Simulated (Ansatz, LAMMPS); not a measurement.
# Localised basis functions on liquid 67SiO2-10B2O3-12K2O-12Na2O (mol %) at 1960 K (134 atoms)

Wanted: errors and times of a linear-scaling basis for liquid 67SiO2-10B2O3-12K2O-12Na2O (mol %) at 1960 K (134 atoms). A setting counts as converged where the r.m.s. difference of forces stays under 1 % of the r.m.s. force.

Calculated with Ansatz 0.2.0; Kohn-Sham DFT, PBE, PAW (set soft_2), plane waves.

**1. The structure**

The cell holds 134 atoms: 28 Si, 8 B, 10 K, 10 Na and 78 O. Its edges and angles: a = 13.329 Å, b = 13.329 Å, c = 13.329 Å, α = 90.0°, β = 90.0°, γ = 90.0°. 134 atoms (28 Si, 8 B, 10 K, 10 Na, 78 O) placed at random at 2.33 g/cm³, melted at 3000 K for 20 ps at fixed volume with the Buckingham and Coulomb pair potential of Guillot and Sator (Geochim. Cosmochim. Acta 71, 1249 (2007)) with the boron terms of Wang et al. (J. Non-Cryst. Solids 498, 294 (2018)). Snapshot at the end of a hold of 10 ps at 1960 K and zero pressure.

What the set-up can't give: The network of bonds at the start is that of the classical potential that made the cell, and needn't be the one that DFT or experiment would give. Only the Γ point is sampled, in a cell whose shortest periodic width is 13 Å.

**2. Making the structure**

A classical potential makes the cell, at a small fraction of what the same run would cost in DFT.

This step: classical MD, Buckingham and Coulomb pair potential of Guillot and Sator (Geochim. Cosmochim. Acta 71, 1249 (2007)) with the boron terms of Wang et al. (J. Non-Cryst. Solids 498, 294 (2018)) (LAMMPS 22 Jul 2025 - Update 4).

in.lmp reads:

```
# melt-quench of Si28B8K10Na10O78
units metal
atom_style charge
boundary p p p
region box block 0 12.4963 0 12.4963 0 12.4963
create_box 5 box
mass 1 28.0850   # Si
mass 2 10.8100   # B
mass 3 39.0983   # K
mass 4 22.9898   # Na
mass 5 15.9990   # O
create_atoms 1 random 28 301922 NULL overlap 1.5 maxtry 2000
create_atoms 2 random 8 301929 NULL overlap 1.5 maxtry 2000
create_atoms 3 random 10 301936 NULL overlap 1.5 maxtry 2000
create_atoms 4 random 10 301943 NULL overlap 1.5 maxtry 2000
create_atoms 5 random 78 301950 NULL overlap 1.5 maxtry 2000
pair_style buck/coul/long 9.0
pair_coeff * * 0.0 1.0 0.0
pair_coeff 1 5 50306.10 0.161 46.2978   # Si-O
pair_coeff 2 5 206941.81 0.124 35.0018   # B-O
pair_coeff 3 5 2284.77 0.29 0   # K-O
pair_coeff 4 5 120303.80 0.17 0   # Na-O
pair_coeff 5 5 9022.79 0.265 85.0921   # O-O
pair_coeff 2 2 484.40 0.35 0.0   # B-B
pair_coeff 1 2 337.70 0.29 0.0   # Si-B
set type 1 charge 1.89
set type 2 charge 1.4175
set type 3 charge 0.4725
set type 4 charge 0.4725
set type 5 charge -0.945
kspace_style pppm 1.0e-4
neigh_modify delay 0 every 1 check yes
thermo_style custom step time temp pe press density
thermo_modify norm yes
# [... 24 lines left out ...]
compute msd all msd com yes
thermo 2500
fix md all npt temp 1960 1960 0.1 iso 0 0 1
run 10000 post no
print "== T1960: mean square displacement over the hold $(c_msd[4]:%.2f) A^2"
unfix md
uncompute msd
write_dump all custom T1960.dump id type xs ys zs modify sort id
```

Run with:

```
> lmp -in in.lmp -log none -nocite
```

What it wrote:

```text
LAMMPS (22 Jul 2025 - Update 4)
Created orthogonal box = (0 0 0) to (12.4963 12.4963 12.4963)
Created 28 atoms
Created 8 atoms
Created 10 atoms
Created 10 atoms
Created 78 atoms
PPPM initialization ...
  G vector (1/distance) = 0.3229888
  grid = 10 10 10
  estimated relative force accuracy = 7.478076e-05
   Step          Time           Temp          PotEng         Press         Density
         0   0              0              1.8700482      1088359.6      2.3330218
       100   0.1            0             -9.5118812     -5449.0667      2.3330218
       113   0.113          0             -9.5380042     -8938.4224      2.3330218
[... 28 lines left out ...]
Loop time of 4.52005 s on 1 MPI rank(s) for 10000 steps with 134 atoms
   Step          Time           Temp          PotEng         Press         Density
[... 4 lines left out ...]
Loop time of 4.81197 s on 1 MPI rank(s) for 10000 steps with 134 atoms
   Step          Time           Temp          PotEng         Press         Density
[... 2 lines left out ...]
     45000   45             1967.9054     -9.5003666     -5342.0585      1.8924915
     47500   47.5           1988.1075     -9.5388044     -8363.5604      1.9129595
     50000   50             2082.565      -9.5499897     -5695.8171      1.9658693
     51000   51             2159.4471     -9.4846897     -13645.151      1.9223312
Loop time of 5.88339 s on 1 MPI rank(s) for 10000 steps with 134 atoms
== T1960: mean square displacement over the hold 14.68 A^2
```

The job ended after 25 s (1 thread of Arm Neoverse V2, shared host; peak memory 0.071 GiB).

**3. Plane-wave single point**

This run is the reference for what follows, at a cutoff of 420 eV.

input.yaml reads:

```yaml
crystal:
  lattice:
    - [13.32943, 0.0, 0.0]
    - [0.0, 13.32943, 0.0]
    - [0.0, 0.0, 13.32943]
  atoms:
    - { symbol: Si, position: [0.70154, 0.10192, 0.31502] }
    - { symbol: Si, position: [0.61275, 0.11219, 0.7623] }
    - { symbol: Si, position: [0.63262, 0.34754, 0.71825] }
    - { symbol: Si, position: [0.22303, 0.43832, 0.71677] }
    - { symbol: Si, position: [0.21929, 0.73972, 0.95297] }
    - { symbol: Si, position: [0.67809, 0.41902, 0.49808] }
    - { symbol: Si, position: [0.46407, 0.14377, 0.59891] }
    - { symbol: Si, position: [0.84436, 0.49088, 0.24488] }
    - { symbol: Si, position: [0.41753, 0.98914, 0.85582] }
    - { symbol: Si, position: [0.2963, 0.86405, 0.69034] }
    - { symbol: Si, position: [0.83462, 0.45348, 0.8154] }
    - { symbol: Si, position: [0.14153, 0.49823, 0.92027] }
    - { symbol: Si, position: [0.47214, 0.19702, 0.39684] }
    - { symbol: Si, position: [0.38419, 0.27506, 0.77537] }
    - { symbol: Si, position: [0.10134, 0.13037, 0.43274] }
    - { symbol: Si, position: [0.46722, 0.79684, 0.40646] }
    - { symbol: Si, position: [0.12723, 0.36567, 0.49768] }
    - { symbol: Si, position: [0.90381, 0.63555, 0.67723] }
    - { symbol: Si, position: [0.91327, 0.49252, 0.47575] }
    - { symbol: Si, position: [0.55039, 0.53727, 0.64312] }
    - { symbol: Si, position: [0.54103, 0.39446, 0.29256] }
    - { symbol: Si, position: [0.98478, 0.93494, 0.52985] }
    - { symbol: Si, position: [0.32786, 0.63866, 0.63565] }
    - { symbol: Si, position: [0.06022, 0.81101, 0.72394] }
    - { symbol: Si, position: [0.75797, 0.91622, 0.47016] }
    - { symbol: Si, position: [0.72536, 0.30102, 0.17905] }
    - { symbol: Si, position: [0.59789, 0.73736, 0.12501] }
    - { symbol: Si, position: [0.89288, 0.42815, 0.039] }
    - { symbol: B, position: [0.4417, 0.77873, 0.92468] }
    - { symbol: B, position: [0.52102, 0.60399, 0.28012] }
    - { symbol: B, position: [0.62655, 0.90224, 0.29132] }
    - { symbol: B, position: [0.0724, 0.8879, 0.92698] }
    [... 96 atom lines left out ...]
    - { symbol: O, position: [0.17476, 0.70736, 0.06487] }
    - { symbol: O, position: [0.83112, 0.43638, 0.94015] }
    - { symbol: O, position: [0.01245, 0.69212, 0.7037] }
    - { symbol: O, position: [0.61879, 0.51923, 0.5542] }
    - { symbol: O, position: [0.18454, 0.79888, 0.71732] }
    - { symbol: O, position: [0.53622, 0.91165, 0.35815] }
kpoints:
  mp_grid: { grid: [1, 1, 1] }
hamiltonian:
  xc: pbe
scf:
  occupations: { method: fermi_dirac, width: 0.05 }
output:
  forces: true
  stress: true
  populations: intrinsic
  dos:
    method: { smearing: { sigma: 0.08 } }
    de: 0.1
    projected: { site_lists: { B: [B], K: [K], Na: [Na], O: [O], Si: [Si] } }
  eigenvalues: true
  write_density: true
  write_potential: true
  volumetric_format: npy
```

Run with:

```
> ansatz run input.yaml --threads 4 --pin off --max-ram 8192MiB --backend cpu --events-out ev --progress --plain --runs-dir out
```

What it wrote:

```text
Engine: ansatz 0.2.0, aarch64-unknown-linux-gnu
Pseudopotentials: kind: paw
Pseudopotential: Si, paw, valence charge 4, recommended cutoff 420 eV (normal), Si.paw.azcp
Pseudopotential: B, paw, valence charge 3, recommended cutoff 420 eV (normal), B.paw.azcp
Pseudopotential: K, paw, valence charge 9, recommended cutoff 420 eV (normal), K.paw.azcp
Pseudopotential: Na, paw, valence charge 9, recommended cutoff 420 eV (normal), Na.paw.azcp
Pseudopotential: O, paw, valence charge 6, recommended cutoff 420 eV (normal), O.paw.azcp
[... 5 lines on functional and potentials left out ...]
Crystal: 134 atoms, lattice volume = 2368.289 Å³
Basis set: ecut = 420 eV, 46297 PW (Γ), exchange–correlation on 180×180×180 points (8 copies of the dense FFT grid, shifted against one another)
Bands: 526, of which v1, the nominal top of the filled ones, is band 392 counted from 1 (391 counted from 0)
Symmetry: 1 space group operations
Space group: P1 (ITA 1), of the structure as read, at distance tolerance 1.3e-4 Å
k-points: 1
[... 11 lines on functional and potentials left out ...]
Initial density: superposition of atomic densities (neutral atoms: chi_scale 0, normalization atom), corrected by the library's trained network
Initial wavefunctions: pseudopotential atomic-orbital guess
Functional: x = pbe(κ = 0.804, μ = 0.219515), c = pbe(β = 0.066725)
SCF iter   1: F=—  HF=-93633.637937 eV  |F-HF|=—  |Δ(HF+E_count)|=         —  Δρ=3.91e-3  dr2=7.86e-1  ethr=1.77e-3  ⟨swp⟩=6.0  Hψ=2495  notcnv=0  defer=114
preconditioner: auto → Resta (q_TF=auto, 2.269 Å⁻¹)  ε∞=3.0  [insulator: Δε(μ)=0.896 eV  Ē_g=14.116 eV  σ=0.050 eV  W_gap=1.00  n_scr=460 (ndim 8)  ℏωp=20.0 eV  f_vac=0.259  D(μ)=0.02/eV (n_scr^D=0)  ε∞_Penn≈3.0]
SCF iter   2: F=—  HF=-93633.512284 eV  |F-HF|=—  |Δ(HF+E_count)|=   1.26e-1  Δρ=2.85e-3  dr2=2.33e-1  ethr=1.00e-4  ⟨swp⟩=2.0  Hψ=888  notcnv=0  defer=122
SCF iter   3: F=—  HF=-93633.494711 eV  |F-HF|=—  |Δ(HF+E_count)|=   1.76e-2  Δρ=2.01e-3  dr2=1.65e-1  ethr=2.97e-5  ⟨swp⟩=2.0  Hψ=703  notcnv=0  defer=122
SCF iter   4: F=—  HF=-93633.478852 eV  |F-HF|=—  |Δ(HF+E_count)|=   1.59e-2  Δρ=1.33e-3  dr2=5.62e-2  ethr=2.10e-5  ⟨swp⟩=2.0  Hψ=880  notcnv=0  defer=122
SCF iter   5: F=—  HF=-93633.474115 eV  |F-HF|=—  |Δ(HF+E_count)|=   4.74e-3  Δρ=3.71e-4  dr2=5.60e-3  ethr=7.17e-6  ⟨swp⟩=2.0  Hψ=672  notcnv=0  defer=122
SCF iter   6: F=—  HF=-93633.475002 eV  |F-HF|=—  |Δ(HF+E_count)|=   8.87e-4  Δρ=2.76e-4  dr2=2.15e-3  ethr=7.14e-7  ⟨swp⟩=2.0  Hψ=692  notcnv=0  defer=122
SCF iter   7: F=—  HF=-93633.475074 eV  |F-HF|=—  |Δ(HF+E_count)|=   7.15e-5  Δρ=9.03e-5  dr2=2.36e-4  ethr=2.74e-7  ⟨swp⟩=2.0  Hψ=690  notcnv=0  defer=122
SCF iter   8: F=—  HF=-93633.475205 eV  |F-HF|=—  |Δ(HF+E_count)|=   1.31e-4  Δρ=5.26e-5  dr2=7.24e-5  ethr=3.01e-8  ⟨swp⟩=2.0  Hψ=777  notcnv=0  defer=122
SCF iter   9: F=—  HF=-93633.475756 eV  |F-HF|=—  |Δ(HF+E_count)|=   5.52e-4  Δρ=2.24e-5  dr2=1.38e-5  ethr=9.23e-9  ⟨swp⟩=2.0  Hψ=896  notcnv=0  defer=122
SCF iter  10: F=—  HF=-93633.475764 eV  |F-HF|=—  |Δ(HF+E_count)|=   7.71e-6  Δρ=1.10e-5  dr2=3.18e-6  ethr=1.76e-9  ⟨swp⟩=2.0  Hψ=690  notcnv=0  defer=122
SCF iter  11: F=—  HF=-93633.475766 eV  |F-HF|=—  |Δ(HF+E_count)|=   1.51e-6  Δρ=5.64e-6  dr2=8.43e-7  ethr=4.06e-10  ⟨swp⟩=2.0  Hψ=690  notcnv=0  defer=122
SCF iter  12: F=—  HF=-93633.475766 eV  |F-HF|=—  |Δ(HF+E_count)|=   6.21e-7  Δρ=2.98e-6  dr2=2.42e-7  ethr=1.07e-10  ⟨swp⟩=3.0  Hψ=691  notcnv=0  defer=122
SCF iter  13: F=—  HF=-93633.475766 eV  |F-HF|=—  |Δ(HF+E_count)|=   8.93e-8  Δρ=2.55e-6  dr2=1.96e-7  ethr=1.28e-11  ⟨swp⟩=23.0  Hψ=5039  notcnv=0
SCF iter  14: F=-93633.475766 eV  HF=-93633.475766 eV  |F-HF|=1.10e-8  |Δ(HF+E_count)|=   2.22e-8  Δρ=8.76e-7  dr2=1.94e-8  ethr=1.28e-11  ⟨swp⟩=8.0  Hψ=2973  notcnv=0
SCF 1 converged in 14 iterations: F = -93633.475766 eV  dr2 = 1.94e-8
  greatest PAW one-centre occupation: 0.999 electrons in one spin orbital (limit 2), on the Na atom at site 50 (counted from 0), in its partial waves of l = 0
WARN: The input density's exchange-correlation potential varies sharply where the density is thin. Do not read a vacuum level from v_tot or v_xc, or from such a field of the output density. On a cell that repeats whose density bears no net charge and no dipole along the vacuum's axis use v_es (v_loc + v_h of the components); [...]
SCF converged after 14 iterations
Free energy (F): -93633.475766 eV
Harris-Foulkes:  -93633.475766 eV  (|F-HF|=1.10e-8)
Internal energy: -93633.467531 eV  (E = F + TS)
E sigma→0 (E₀):  -93633.471648 eV
Entropy (-TS):   -0.008236 eV (-0.061 meV/atom)
Fermi energy:    3.231776 eV
--- Per-component energies (eV) ---
  E_band       = -6838.828803
  E_kinetic    = 19100.626285
  E_local      = -73763.620737  (includes V_loc(G=0)·N_el)
  E_nonlocal   = 5764.549901
  E_hartree    = 28388.703582
  E_xc         = -9301.446884
  E_vxc        = -11111.247802  (∫ρ·V_xc dr)
  E_paw        = -37801.953591  (= ΣΔE_a)
  E_vpaw       = -3606.737609  (= ΣTr[D̂ρ^β])
  E_aug_tail   = 0.195233  (compensation charges beyond the density's cutoff)
  E_ewald      = -26020.521319
  E_smearing   = -0.008236  (= −TS)
  E_closure    = -0.000000  (closes the sum)
  Σ components = -93633.475766   (vs F -93633.475766, Δ=0.00e0)
--- Forces (eV/Å), atoms counted from 1 ---
  atom   1  Si    -6.32441302    -0.11256725     0.96959423
  atom   2  Si    -3.03641271    -0.15870030    -0.01840974
  atom   3  Si     3.57003317     1.98835992    -0.20372479
  atom   4  Si    -1.10956470     3.30972263    -0.77488098
  atom   5  Si     0.59366906    -3.66487289     3.57630827
  atom   6  Si    -1.76882510     0.79455429     0.37233664
  atom   7  Si    -2.22038576    -1.52768911    -1.65111909
  atom   8  Si    -2.74963040     2.40095947     1.48389235
  atom   9  Si     1.09294411    -0.04492346     1.25421885
  atom  10  Si    -3.26811816    -0.36235186    -0.44021728
  atom  11  Si     1.32033576    -3.17171862    -1.18123332
  atom  12  Si    -1.98529217     1.04639640     2.21137149
  atom  13  Si     0.90765002    -1.90349923    -7.56423602
  atom  14  Si     1.73090256    -1.35917868     2.41490644
[...]
atom 133  O     -0.84441649     1.47860669    -0.10614694
  atom 134  O     -0.44391298    -2.82192767    -0.17021143
  max |Σ_I F_I| component: 6.66e-5 eV/Å
--- Stress (GPa, compression-positive) ---
       -3.398355      -1.696287      -0.904596
       -1.696288      -5.579195       0.192852
       -0.904596       0.192855      -3.579302
  P = ⅓ Tr σ = -4.1856 GPa (-41.856 kbar)
--- Band table (eV) ---
  k-point 0: bands = ["-51.6265", "-51.3793", "-50.9241", "-50.8447", [... 510 levels ...], "10.2226", "10.2553", "10.2816", "10.3147", "10.3537", "10.3979", "10.4152", "10.4502", "10.4747", "10.4946", "10.5195", "10.5633"]
--- intrinsic populations: 134 sites ---
  site symbol       q [e]
     0     Si      2.4034
     1     Si      2.3624
     2     Si      2.2764
[...]
133      O      6.7041
  spilling = -0.000000 (of n_electrons = 784.000000)
```

Wall time 73 s (4 threads of Arm Neoverse V2, shared host); peak memory 3.4 GiB.

Reading the cycles: dr2 is the Hartree energy of the density residual (eV), the measure of convergence; HF is the Harris–Foulkes estimate of the energy, which meets the free energy F at convergence.

The program notes that the exchange-correlation potential is rough where the density is thin.

Numbers from this run:

```
free energy                                      : -93633.4758 eV
free energy per atom                             : -698.7573 eV/atom
SCF cycles                                       : 14
pressure                                         : -4.186 GPa
r.m.s. force component                           : 1.92 eV/Å
longest force                                    : 8.719 eV/Å
Fermi energy                                     : 3.232 eV
gap (highest filled to lowest empty level) : 0.5353 eV
```

The r.m.s. force component of 1.9 eV/Å sets the scale for the differences below.

**4. Support functions medium**

The cell is solved in localised support functions. Besides, the program derives a nominal cutoff of 464 eV for this run, against the reference's 420.

This step: Kohn-Sham DFT, PBE, PAW (set soft_2), localised support functions (medium) (Ansatz 0.2.0).

input.yaml, the sections that differ from step 3:

```yaml
scf:
  occupations: { method: fermi_dirac, width: 0.05 }
  eigensolver: { kind: { support_functions: { accuracy: medium } } }
  max_iter: 150
output:
  forces: true
  eigenvalues: true
# crystal, kpoints, hamiltonian: as in step 3
```

What it wrote:

```text
Warning: scf.eigensolver.kind.support_functions: disabling space-group detection — the functions' gradient is summed over unrotated k-points, so no spatial operation reduces the k-mesh or symmetrises the density; time reversal is kept, so that k and −k are solved as one point where they differ and the mesh holds both, and exact exchange and, on two spinor components, a DFT+U term hold to it where the run has them: [...]
Warning: basis.ecutwfc = 464 eV, auto-derived: no grid that the accuracy of the support functions lays serves the files at the lower one that their records recommend; a deck with other species or settings can derive another value
settings of this run that can trade accuracy for cost: scf.eigensolver.kind.support_functions [...]
[...]
Crystal: 134 atoms, lattice volume = 2368.289 Å³
Basis set: ecut = 464 eV, 53811 PW (Γ), exchange–correlation on 240×240×240 points (8 copies of the dense FFT grid, shifted against one another)
Bands: 471, of which v1, the nominal top of the filled ones, is band 392 counted from 1 (391 counted from 0)
Symmetry: 1 space group operations
k-points: 1
[...]
SCF iter   1: F=—  HF=-93624.902420 eV  |F-HF|=—  |Δ(HF+E_count)|=         —  Δρ=8.64e-2  dr2=1.94e2  ethr=1.00e-1
[...]
SCF iter  16: F=—  HF=-93634.069947 eV  |F-HF|=—  |Δ(HF+E_count)|=   1.42e-3  Δρ=9.64e-6  dr2=3.72e-6  ethr=1.55e-9  κ⁻¹=3.1e-4(r=7)
SCF iter  17: F=-93634.069948 eV  HF=-93634.069947 eV  |F-HF|=2.66e-7  |Δ(HF+E_count)|=   6.76e-7  Δρ=4.15e-6  dr2=1.06e-6  ethr=4.75e-10
SCF 1 converged in 17 iterations: F = -93634.093547 eV  dr2 = 1.06e-6
[...]
SCF converged after 17 iterations
Stability not checked: this state was not tested for a lower state beside it, because the mixer in use, unlike msr1, does not test its closes by its own steps (another_mixer; see scf.mixing.algorithm and scf.lower_state_search)
Free energy (F): -93634.093547 eV
[...]
Internal energy: -93634.085332 eV  (E = F + TS)
E sigma→0 (E₀):  -93634.089440 eV
Entropy (-TS):   -0.008215 eV (-0.061 meV/atom)
Fermi energy:    3.231984 eV
[...]
Σ components = -93634.093547   (vs F -93634.093547, Δ=0.00e0)
--- Forces (eV/Å), atoms counted from 1 ---
  atom   1  Si    -6.32527616    -0.11257394     0.96969320
  atom   2  Si    -3.03748563    -0.15821068    -0.01835930
  atom   3  Si     3.57011605     1.98874824    -0.20389841
  atom   4  Si    -1.10932804     3.31063274    -0.77496587
[...]
atom 134  O     -0.44658172    -2.82299454    -0.16811464
  max |Σ_I F_I| component: 1.70e-3 eV/Å
--- Band table (eV) ---
[...]
```

Elapsed: 5 min, on 4 threads; peak memory 7.1 GiB.

The program notes that the band table was not solved further than the SCF left it and it switched symmetry off.

Keys that differ from the reference: support_functions.accuracy = "medium" and scf.max_iter = 150.

Forces differ from the reference by 0.72 meV/Å r.m.s., 0.038 % of their size, well within a tolerance of 1 %; the energy by -4.6 meV/atom. It took roughly 4.1 times the reference's time (one timing each, with unlike analyses asked), in 17 cycles against 14.

[end of part 1 of 3]

[Long decimals in the printed logs are rounded to 6 places.]

[Logs are printed without paths, hosts, clocks, repeated set-up lines and the standing remarks that a program may print on its own settings, such as how far it seeks lower states.]

[Hosts, paths, dates, database ids (printed as entryN), source tags and the programs' standing remarks are cut or masked in the printed files.]
